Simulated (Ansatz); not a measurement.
# W(100) with 4 thermally displaced layers, 2x2: scattering by thermal displacements, part 2 of 2

How much do lattice vibrations at 800 K scatter the electrons of W? Layers with random displacements are laid between perfect leads, and the resistance is followed against their length.

Ansatz 0.2.0; Ansatz plane-wave DFT, PBE, PAW files; ballistic transport by layer matching (Landauer), zero bias; PAW set soft_1.

So far, open channels per spin nearest the Fermi level: step 2 (with 4 displaced layers) 5.66.

## 3. With 8 displaced layers

Each atom of 8 layers is moved at random, by amounts drawn from a normal law 0.0631 Å wide in each direction from the Debye model (400 K) at 800 K. A fresh draw is used; the growth of the resistance with length is what counts.

System of this step: W(100) with 8 thermally displaced layers, 2x2. The cell holds 72 atoms: 72 W. Its edges and angles: a = 6.330 Å, b = 6.330 Å, c = 28.483 Å, α = 90.0°, β = 90.0°, γ = 90.0°. It derives from W. Regions: lead, 40 atoms (40 W); scattering region, 32 atoms (32 W). The structure is stacked along c, and the current runs across the ab planes.

Contents of input.yaml:

```yaml
crystal:
  lattice:
    - [6.3296, 0.0, 0.0]
    - [0.0, 6.3296, 0.0]
    - [0.0, 0.0, 28.4832]
  atoms:
    - { symbol: W, position: [0.0, 0.0, 0.0277777778] }
    - { symbol: W, position: [0.0, 0.5, 0.0277777778] }
    - { symbol: W, position: [0.5, 0.0, 0.0277777778] }
    - { symbol: W, position: [0.5, 0.5, 0.0277777778] }
    - { symbol: W, position: [0.25, 0.25, 0.0833333333] }
    - { symbol: W, position: [0.25, 0.75, 0.0833333333] }
    - { symbol: W, position: [0.75, 0.25, 0.0833333333] }
    - { symbol: W, position: [0.75, 0.75, 0.0833333333] }
    - { symbol: W, position: [0.0, 0.0, 0.1388888889] }
    - { symbol: W, position: [0.0, 0.5, 0.1388888889] }
    - { symbol: W, position: [0.5, 0.0, 0.1388888889] }
    - { symbol: W, position: [0.5, 0.5, 0.1388888889] }
    - { symbol: W, position: [0.25, 0.25, 0.1944444444] }
    - { symbol: W, position: [0.25, 0.75, 0.1944444444] }
    - { symbol: W, position: [0.75, 0.25, 0.1944444444] }
    - { symbol: W, position: [0.75, 0.75, 0.1944444444] }
    - { symbol: W, position: [0.0, 0.0, 0.25] }
    - { symbol: W, position: [0.0, 0.5, 0.25] }
    - { symbol: W, position: [0.5, 0.0, 0.25] }
    - { symbol: W, position: [0.5, 0.5, 0.25] }
    - { symbol: W, position: [0.2465325953, 0.2555000696, 0.3047130844] }
    - { symbol: W, position: [0.2543781631, 0.759769675, 0.3043495906] }
    - { symbol: W, position: [0.7622811747, 0.2661754461, 0.3079471371] }
    - { symbol: W, position: [0.7616240162, 0.7609391559, 0.3105524828] }
    - { symbol: W, position: [0.0018537272, 2.07861e-05, 0.3624478293] }
    - { symbol: W, position: [0.9909419036, 0.4845090283, 0.3591562416] }
    - { symbol: W, position: [0.5037158677, 0.0047181081, 0.3577059482] }
    - { symbol: W, position: [0.4812148342, 0.4968468814, 0.3606943054] }
    - { symbol: W, position: [0.249509284, 0.2566959904, 0.4193902367] }
    - { symbol: W, position: [0.2523028995, 0.7561107542, 0.4142392777] }
    - { symbol: W, position: [0.7382678169, 0.2523561783, 0.4181398162] }
    - { symbol: W, position: [0.757243359, 0.7559118509, 0.4184046978] }
    - { symbol: W, position: [0.0080770093, 0.9825241695, 0.470595028] }
    - { symbol: W, position: [0.0045396421, 0.5059510474, 0.4688708428] }
    - { symbol: W, position: [0.5116998019, 0.9956232072, 0.4717070794] }
    - { symbol: W, position: [0.5027309943, 0.5074766623, 0.4690458828] }
    - { symbol: W, position: [0.2598731246, 0.2507709045, 0.5260693581] }
    - { symbol: W, position: [0.2472544989, 0.72819903, 0.5263424056] }
    - { symbol: W, position: [0.7518143185, 0.2429281192, 0.5270507749] }
    - { symbol: W, position: [0.7485362312, 0.7504825381, 0.5300399019] }
    - { symbol: W, position: [0.9997516961, 0.997407149, 0.5845271787] }
    - { symbol: W, position: [0.020711626, 0.4965815259, 0.5844700448] }
    - { symbol: W, position: [0.4842683802, 0.0134195978, 0.5847947812] }
    - { symbol: W, position: [0.5132929892, 0.4994109487, 0.5810220522] }
    - { symbol: W, position: [0.2588377147, 0.2575155427, 0.6369671966] }
    - { symbol: W, position: [0.2353093372, 0.7544795242, 0.6385090182] }
    - { symbol: W, position: [0.7760530475, 0.2438736693, 0.6377173912] }
    - { symbol: W, position: [0.7488952667, 0.7333931621, 0.6369183295] }
    - { symbol: W, position: [0.016400436, 0.9986896765, 0.6930960209] }
    - { symbol: W, position: [0.9873144279, 0.5057895842, 0.6959034857] }
    - { symbol: W, position: [0.5025578076, 0.9961182099, 0.6951216344] }
    - { symbol: W, position: [0.5038058689, 0.4932090376, 0.6958237731] }
    - { symbol: W, position: [0.25, 0.25, 0.75] }
    - { symbol: W, position: [0.25, 0.75, 0.75] }
    - { symbol: W, position: [0.75, 0.25, 0.75] }
    - { symbol: W, position: [0.75, 0.75, 0.75] }
    - { symbol: W, position: [0.0, 0.0, 0.8055555556] }
    - { symbol: W, position: [0.0, 0.5, 0.8055555556] }
    - { symbol: W, position: [0.5, 0.0, 0.8055555556] }
    - { symbol: W, position: [0.5, 0.5, 0.8055555556] }
    - { symbol: W, position: [0.25, 0.25, 0.8611111111] }
    - { symbol: W, position: [0.25, 0.75, 0.8611111111] }
    - { symbol: W, position: [0.75, 0.25, 0.8611111111] }
    - { symbol: W, position: [0.75, 0.75, 0.8611111111] }
    - { symbol: W, position: [0.0, 0.0, 0.9166666667] }
    - { symbol: W, position: [0.0, 0.5, 0.9166666667] }
    - { symbol: W, position: [0.5, 0.0, 0.9166666667] }
    - { symbol: W, position: [0.5, 0.5, 0.9166666667] }
    - { symbol: W, position: [0.25, 0.25, 0.9722222222] }
    - { symbol: W, position: [0.25, 0.75, 0.9722222222] }
    - { symbol: W, position: [0.75, 0.25, 0.9722222222] }
    - { symbol: W, position: [0.75, 0.75, 0.9722222222] }
kpoints:
  mp_grid: { grid: [4, 4, 1] }
hamiltonian:
  xc: pbe
  pseudopotentials: { kind: paw, azcp: { folder: soft_1 } }
scf:
  occupations: { method: fermi_dirac, width: 0.1 }
output:
  transmission: { leads: [[0, 4]], kmesh: [8, 8], e_range: [-0.05, 0.05], de: 0.05 }
  write_potential: true
  write_density: true
  volumetric_format: npy
```

Command:

```bash
$ ansatz run input.yaml --threads 4 --pin off --max-ram 15360MiB --backend cpu --events-out ev --progress --plain --runs-dir out
```

Numbers of over 12 decimals in the logs are rounded to 6 here.

Log:

```text
[...]
Crystal: 72 atoms, lattice volume = 1141.146 Å³
Basis set: ecut = 420 eV, 22299 PW (Γ)
Bands: 605, of which v1, the nominal top of the filled ones, is band 504 counted from 1 (503 counted from 0)
Symmetry: 1 space group operations
[...]
k-points: 10 of 16 (time reversal used)
[...]
SCF iter   1: F=—  HF=-747797.277842 eV  |F-HF|=—  |Δ(HF+E_count)|=         —  Δρ=6.30e-2  dr2=4.15e1  ethr=3.10e-3  ⟨swp⟩=4.6  Hψ=21991  notcnv=0
[...]
SCF iter   8: F=-747783.544833 eV  HF=-747783.544833 eV  |F-HF|=2.21e-8  |Δ(HF+E_count)|=   5.36e-9  Δρ=8.17e-7  dr2=2.66e-8  ethr=9.92e-12  ⟨swp⟩=7.0  Hψ=13296  notcnv=0
SCF 1 converged in 8 iterations: F = -747783.544833 eV  dr2 = 2.66e-8
[...]
transmission: 123 of 1224 steps passed
transmission: 249 of 1224 steps passed
[...]
transmission: 1224 of 1224 steps passed
SCF converged after 8 iterations
Free energy (F): -747783.544833 eV
[...]
Internal energy: -747782.323588 eV  (E = F + TS)
E sigma→0 (E₀):  -747782.934211 eV
Entropy (-TS):   -1.221245 eV (-16.962 meV/atom)
Fermi energy:    22.411636 eV
[...]
--- Band table (eV; the first three rows and the last of 10) ---
  k-point 0: bands = [... 500 lower, 22.3137, 22.3373, 22.3900, 22.4136, 22.4416, 22.4647, 22.5075, 22.5295, ... 97 higher]
  k-point 1: bands = [... 500 lower, 22.2991, 22.3190, 22.3356, 22.3442, 22.3779, 22.4029, 22.4186, 22.4401, ... 97 higher]
  k-point 2: bands = [... 500 lower, 22.4003, 22.4511, 22.4579, 22.4870, 22.5209, 22.5580, 22.5877, 22.6089, ... 97 higher]
  k-point 9: bands = [... 500 lower, 21.7148, 21.7219, 21.7774, 21.7834, 22.4852, 22.4880, 22.5165, 22.5649, ... 97 higher]
--- Transmission ---
  basis      : 349 plane waves across, 36 finite elements along
  points     : 34, standing for a mesh of 8 x 8
[...]
channels       : 5.281250e0 a spin
[...]
slowest decay  : 0.0381 /Å at (0.5000, 0.5000)
  junction   : crystal 0 to crystal 0, 0.70 to 27.60 Å
    transmission   : 3.948116e0 a spin
[...]
```

The job ended after 21 min (4 threads of Arm Neoverse V2, shared host; peak memory 8.1 GiB).

This step gave:

| Quantity | Value |
| --- | --- |
| free energy | -747783.5448 eV |
| energy at zero smearing | -747782.9342 eV |
| Fermi energy | 22.41 eV |
| transmission per spin nearest the Fermi level | 3.948 |
| open channels per spin nearest the Fermi level | 5.281 |
| step of the lead's potential | 7.2 meV |

Per spin. Transmission, zone mean against energy, zero at the Fermi level:

| energy (eV) | transmission, zone mean |
| --- | --- |
| -0.0500 | 3.78 |
| 0.0000 | 3.95 |
| 0.0500 | 4.18 |

Over the solved energies the transmission per spin lies between 3.78 and 4.18, out of 5.20 channels of the lead on average (up to 5.66).

## 4. With 12 displaced layers

Each atom of 12 layers is moved at random, by amounts drawn from a normal law 0.0631 Å wide in each direction from the Debye model (400 K) at 800 K. A fresh draw is used; the growth of the resistance with length is what counts.

System of this step: W(100) with 12 thermally displaced layers, 2x2. The cell holds 88 atoms: 88 W. Its edges and angles: a = 6.330 Å, b = 6.330 Å, c = 34.813 Å, α = 90.0°, β = 90.0°, γ = 90.0°. It derives from W. Regions: lead, 40 atoms (40 W); scattering region, 48 atoms (48 W). The structure is stacked along c, and the current runs across the ab planes.

Contents of input.yaml:

```yaml
crystal:
  lattice:
    - [6.3296, 0.0, 0.0]
    - [0.0, 6.3296, 0.0]
    - [0.0, 0.0, 34.8128]
  atoms:
    - { symbol: W, position: [0.0, 0.0, 0.0227272727] }
    - { symbol: W, position: [0.0, 0.5, 0.0227272727] }
    - { symbol: W, position: [0.5, 0.0, 0.0227272727] }
    - { symbol: W, position: [0.5, 0.5, 0.0227272727] }
    - { symbol: W, position: [0.25, 0.25, 0.0681818182] }
    - { symbol: W, position: [0.25, 0.75, 0.0681818182] }
    - { symbol: W, position: [0.75, 0.25, 0.0681818182] }
    - { symbol: W, position: [0.75, 0.75, 0.0681818182] }
    - { symbol: W, position: [0.0, 0.0, 0.1136363636] }
    - { symbol: W, position: [0.0, 0.5, 0.1136363636] }
    - { symbol: W, position: [0.5, 0.0, 0.1136363636] }
    - { symbol: W, position: [0.5, 0.5, 0.1136363636] }
    - { symbol: W, position: [0.25, 0.25, 0.1590909091] }
    - { symbol: W, position: [0.25, 0.75, 0.1590909091] }
    - { symbol: W, position: [0.75, 0.25, 0.1590909091] }
    - { symbol: W, position: [0.75, 0.75, 0.1590909091] }
    - { symbol: W, position: [0.0, 0.0, 0.2045454545] }
    - { symbol: W, position: [0.0, 0.5, 0.2045454545] }
    - { symbol: W, position: [0.5, 0.0, 0.2045454545] }
    - { symbol: W, position: [0.5, 0.5, 0.2045454545] }
    - { symbol: W, position: [0.2289019997, 0.2371436008, 0.2494488747] }
    - { symbol: W, position: [0.2489178589, 0.7383878269, 0.2505961065] }
    - { symbol: W, position: [0.7605283307, 0.2544986472, 0.2504071627] }
    - { symbol: W, position: [0.7582606271, 0.7540338482, 0.247928394] }
    - { symbol: W, position: [0.9979796861, 0.0128793591, 0.2933918224] }
    - { symbol: W, position: [0.0006213324, 0.4961189823, 0.2938260873] }
    - { symbol: W, position: [0.4899112873, 0.0010075583, 0.2960264027] }
    - { symbol: W, position: [0.5030820716, 0.4855775403, 0.2949309409] }
    - { symbol: W, position: [0.2534481132, 0.2594432081, 0.3421286213] }
    - { symbol: W, position: [0.2582943564, 0.76094255, 0.3424031959] }
    - { symbol: W, position: [0.7418693781, 0.2505788834, 0.339615881] }
    - { symbol: W, position: [0.7262478067, 0.7332352576, 0.3446971486] }
    - { symbol: W, position: [0.9888563927, 0.9776378561, 0.385303066] }
    - { symbol: W, position: [0.0151629851, 0.4995516038, 0.3871036571] }
    - { symbol: W, position: [0.4973039294, 0.9991698958, 0.3886605833] }
    - { symbol: W, position: [0.507939011, 0.4991397499, 0.3879805055] }
    - { symbol: W, position: [0.2607164466, 0.2478140964, 0.4323077714] }
    - { symbol: W, position: [0.2525345698, 0.7433345915, 0.4339051935] }
    - { symbol: W, position: [0.7483338713, 0.2438215777, 0.4287792833] }
    - { symbol: W, position: [0.7373792174, 0.7652141677, 0.4297507838] }
    - { symbol: W, position: [0.0042842647, 0.9963381827, 0.4781999722] }
    - { symbol: W, position: [0.0060071517, 0.4922575418, 0.4767434576] }
    - { symbol: W, position: [0.5009909518, 0.0011424688, 0.4772210274] }
    - { symbol: W, position: [0.496875556, 0.5062775594, 0.4796611685] }
    - { symbol: W, position: [0.2553908528, 0.2426180452, 0.5234452885] }
    - { symbol: W, position: [0.2506094366, 0.7546041614, 0.5260727225] }
    - { symbol: W, position: [0.7478660865, 0.2498852824, 0.5211194567] }
    - { symbol: W, position: [0.7471181033, 0.7443234457, 0.5256284172] }
    - { symbol: W, position: [0.0030317605, 0.9942958424, 0.5716807293] }
    - { symbol: W, position: [0.9867534804, 0.5085899939, 0.5700246816] }
    - { symbol: W, position: [0.5057243862, 0.9973953375, 0.5679471726] }
    - { symbol: W, position: [0.4965744778, 0.5078400959, 0.5639585356] }
    - { symbol: W, position: [0.2449010057, 0.2515154511, 0.6125824748] }
    - { symbol: W, position: [0.2318718304, 0.7475780903, 0.6122669394] }
    - { symbol: W, position: [0.7579816543, 0.2639373333, 0.6137621782] }
    - { symbol: W, position: [0.7307095361, 0.7480432392, 0.6119605451] }
    - { symbol: W, position: [0.0068022414, 0.0168701486, 0.6596665331] }
    - { symbol: W, position: [0.0202990359, 0.5151057753, 0.6603540001] }
    - { symbol: W, position: [0.4914201134, 0.0020833929, 0.6566624155] }
    - { symbol: W, position: [0.5114792309, 0.5023810563, 0.6618089631] }
    - { symbol: W, position: [0.25419129, 0.2320046109, 0.70597383] }
    - { symbol: W, position: [0.2607166183, 0.7680446266, 0.7030479347] }
    - { symbol: W, position: [0.742263798, 0.2521135197, 0.702897927] }
    - { symbol: W, position: [0.7377150235, 0.740499062, 0.7094954808] }
    - { symbol: W, position: [0.9950190105, 0.9911131422, 0.7493983188] }
    - { symbol: W, position: [0.001122741, 0.5139363951, 0.7519042189] }
    - { symbol: W, position: [0.5088982251, 0.0014677905, 0.7504698083] }
    - { symbol: W, position: [0.4946520964, 0.4859943783, 0.7538795094] }
    - { symbol: W, position: [0.25, 0.25, 0.7954545455] }
    - { symbol: W, position: [0.25, 0.75, 0.7954545455] }
    - { symbol: W, position: [0.75, 0.25, 0.7954545455] }
    - { symbol: W, position: [0.75, 0.75, 0.7954545455] }
    - { symbol: W, position: [0.0, 0.0, 0.8409090909] }
    - { symbol: W, position: [0.0, 0.5, 0.8409090909] }
    - { symbol: W, position: [0.5, 0.0, 0.8409090909] }
    - { symbol: W, position: [0.5, 0.5, 0.8409090909] }
    - { symbol: W, position: [0.25, 0.25, 0.8863636364] }
    - { symbol: W, position: [0.25, 0.75, 0.8863636364] }
    - { symbol: W, position: [0.75, 0.25, 0.8863636364] }
    - { symbol: W, position: [0.75, 0.75, 0.8863636364] }
    - { symbol: W, position: [0.0, 0.0, 0.9318181818] }
    - { symbol: W, position: [0.0, 0.5, 0.9318181818] }
    - { symbol: W, position: [0.5, 0.0, 0.9318181818] }
    - { symbol: W, position: [0.5, 0.5, 0.9318181818] }
    - { symbol: W, position: [0.25, 0.25, 0.9772727273] }
    - { symbol: W, position: [0.25, 0.75, 0.9772727273] }
    - { symbol: W, position: [0.75, 0.25, 0.9772727273] }
    - { symbol: W, position: [0.75, 0.75, 0.9772727273] }
kpoints:
  mp_grid: { grid: [4, 4, 1] }
hamiltonian:
  xc: pbe
  pseudopotentials: { kind: paw, azcp: { folder: soft_1 } }
scf:
  occupations: { method: fermi_dirac, width: 0.1 }
output:
  transmission: { leads: [[0, 4]], kmesh: [8, 8], e_range: [-0.05, 0.05], de: 0.05 }
  write_potential: true
  write_density: true
  volumetric_format: npy
```

Log:

```text
[...]
Crystal: 88 atoms, lattice volume = 1394.734 Å³
Basis set: ecut = 420 eV, 27305 PW (Γ)
Bands: 740, of which v1, the nominal top of the filled ones, is band 616 counted from 1 (615 counted from 0)
Symmetry: 1 space group operations
[...]
k-points: 10 of 16 (time reversal used)
[...]
SCF iter   1: F=—  HF=-913972.712195 eV  |F-HF|=—  |Δ(HF+E_count)|=         —  Δρ=6.30e-2  dr2=5.24e1  ethr=3.10e-3  ⟨swp⟩=4.5  Hψ=26905  notcnv=0
[...]
SCF iter   8: F=-913955.675042 eV  HF=-913955.675042 eV  |F-HF|=4.92e-8  |Δ(HF+E_count)|=   1.75e-9  Δρ=9.05e-7  dr2=5.61e-8  ethr=8.12e-12  ⟨swp⟩=6.8  Hψ=16938  notcnv=0
SCF 1 converged in 8 iterations: F = -913955.675042 eV  dr2 = 5.61e-8
[...]
transmission: 184 of 1836 steps passed
transmission: 368 of 1836 steps passed
[...]
transmission: 1836 of 1836 steps passed
SCF converged after 8 iterations
Free energy (F): -913955.675042 eV
[...]
Internal energy: -913954.185033 eV  (E = F + TS)
E sigma→0 (E₀):  -913954.930037 eV
Entropy (-TS):   -1.490009 eV (-16.932 meV/atom)
Fermi energy:    22.405696 eV
[...]
--- Band table (eV; the first three rows and the last of 10) ---
  k-point 0: bands = [... 612 lower, 22.2421, 22.2530, 22.2636, 22.2981, 22.3042, 22.3469, 22.4283, 22.5170, ... 120 higher]
  k-point 1: bands = [... 612 lower, 22.3368, 22.3559, 22.3645, 22.3844, 22.3893, 22.3945, 22.4172, 22.4459, ... 120 higher]
  k-point 2: bands = [... 612 lower, 22.4124, 22.4180, 22.4368, 22.4584, 22.4734, 22.5104, 22.5276, 22.5341, ... 120 higher]
  k-point 9: bands = [... 612 lower, 21.7043, 21.7215, 21.7638, 21.7849, 22.4714, 22.5096, 22.5444, 22.5485, ... 120 higher]
--- Transmission ---
  basis      : 349 plane waves across, 54 finite elements along
  points     : 34, standing for a mesh of 8 x 8
[...]
channels       : 5.281250e0 a spin
[...]
slowest decay  : 0.0384 /Å at (0.5000, 0.5000)
  junction   : crystal 0 to crystal 0, 0.70 to 33.93 Å
    transmission   : 3.543318e0 a spin
[...]
```

Run time: 25 min. Hardware: 4 threads; peak memory 8.3 GiB; 1.6 h of CPU time.

Numbers from this step:

```
free energy                                   : -913955.6750 eV
energy at zero smearing                       : -913954.9300 eV
transmission per spin nearest the Fermi level : 3.543
step of the lead's potential                  : 6 meV
```

Per spin. Transmission, zone mean against energy, zero at the Fermi level:

| energy (eV) | transmission, zone mean |
| --- | --- |
| -0.0500 | 3.40 |
| 0.0000 | 3.54 |
| 0.0500 | 3.70 |

Over the solved energies the transmission per spin lies between 3.40 and 3.70, out of 5.20 channels of the lead on average (up to 5.66).

## 5. The fit

This step: Ansatz plane-wave DFT, PBE, PAW files; ballistic transport by layer matching (Landauer), zero bias; resistivity from the slope of the area resistance; PAW set soft_1 (Ansatz 0.2.0).

This step gave:

| Item | Value |
| --- | --- |
| resistivity | 24.29 µΩ cm |
| intercept | 9.87e-4 fΩ m² |
| scatter about the fit | 3.61e-5 fΩ m² |

Resistance, by row:

| run | length (Å) | T | channels N | RA (fΩ m²) |
| --- | --- | --- | --- | --- |
| n4 | 6.33 | 4.715 | 5.49 | 0.1548 |
| n8 | 12.66 | 3.968 | 5.198 | 0.3085 |
| n12 | 18.99 | 3.549 | 5.198 | 0.4623 |

Table of area resistance by length of the displaced region:

| length of the displaced region (Å) | area resistance (fΩ m²) |
| --- | --- |
| 6.33 | 0.155 |
| 12.66 | 0.308 |
| 18.99 | 0.462 |

The area resistance goes from 0.15 to 0.46 fΩ m² between 6.3 and 19.0 Å, a slope of 24 µΩ cm.

By hand from the end points: (0.4623 − 0.1548) fΩ m² / (18.99 − 6.33) Å = 24 µΩ cm, since 1 fΩ m² per Å is 1000 µΩ cm.

## 6. Outcome

```json
{
  "resistivity from the slope": "24.3 µΩ cm",
  "area resistance over 6.33 Å": "0.155 fΩ m²",
  "area resistance over 12.7 Å": "0.308 fΩ m²",
  "area resistance over 19.0 Å": "0.462 fΩ m²"
}
```

What this shows: The slope gives 24 µΩ cm. The points scatter by 3.6e-5 fΩ m² about the line, with one random draw a length in a 2x2 cell, so the slope is a rough value. The mean square of the displacements drawn is 0.78, 0.91 and 1.0 of the nominal one at the three lengths; with each resistance scaled back by that, the slope is 20 µΩ cm, the value used below. The lead's own channel count moves between the runs (5.49, 5.20 and 5.20), which shifts RA and the slope too. Read with a model of isotropic scattering on a spherical Fermi surface and the lead's 1.1×10¹⁵ S/m², this slope means a mean free path near 38 Å; over these lengths the model's slope is 1.08 times its bulk resistivity, which would be 18 µΩ cm. Uncorrelated displacements put too much weight on short waves, which scatter strongly; with the sideways repeat of a small cell, one draw and three short lengths, the method is good to a factor of two or three. Spin-orbit coupling is left out, which matters for W.

[Logs are printed without paths, hosts, clocks, repeated set-up lines and the standing remarks that a program may print on its own settings, such as how far it seeks lower states.]

[Hosts, paths, dates, database ids (printed as entryN), source tags and the programs' standing remarks are cut or masked in the printed files.]
